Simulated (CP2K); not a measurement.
Consider 2-isocyanothiazole at its PBE geometry (Å).

```xyz
9

C     3.4349    0.3867   -0.2875
N     2.2581    0.2443   -0.2010
C     0.9051    0.1051   -0.0703
N     0.1708   -0.6637   -0.8424
C    -1.1417   -0.5827   -0.4588
C    -1.4104    0.2452    0.6084
S     0.0369    0.9701    1.1712
H    -1.8881   -1.1606   -0.9991
H    -2.3656    0.4556    1.0795
```

Method: CP2K XAS_TDP, all-electron GAPW, PBEh(45%), aug-cc-pVDZ, TDA, GW2X-corrected core level, ZORA, spin–orbit coupling.

Question: Predict the bright core excitations at the S L₂,₃ edge.

Leading lines: S7 168.77 eV. The leading line of an atom is its first one with 35 % of the strongest within 2.5 eV of its lowest line over the strength cut. Core ionisation energies at this level: S7 172.22/172.32/173.38 eV; the 2p½ level lies 1.12 eV above the 2p3/2 pair.

The first six lines of each atom with a strength over 0.0003:

| atom | energy (eV) | states | strength, one atom | above the computed threshold |
| --- | --- | --- | --- | --- |
| S7 (bonded to 2 C) | 167.32 | 1 | 0.0020 |  |
|  | 167.65 | 1 | 0.0017 |  |
|  | 168.38 | 2 | 0.0017 |  |
|  | 168.77 | 1 | 0.0040 |  |
|  | 169.43 | 2 | 0.0009 |  |
|  | 169.56 | 1 | 0.0070 |  |

Lines are vertical, at one geometry, with no vibrational structure. GW2X ionisation energies and lines can be off by 1 to 2 eV either way, and a good line position may hide errors that cancel. Rydberg lines, and the discretised continuum above threshold, depend on the basis and the box.

[Banner, clock and machine lines of the logs are left out without a mark of their own.]

[Logs are printed without paths, hosts, clocks, repeated set-up lines and the standing remarks that a program may print on its own settings, such as how far it seeks lower states.]

[Hosts, paths, dates, database ids (printed as entryN), source tags and the programs' standing remarks are cut or masked in the printed files.]
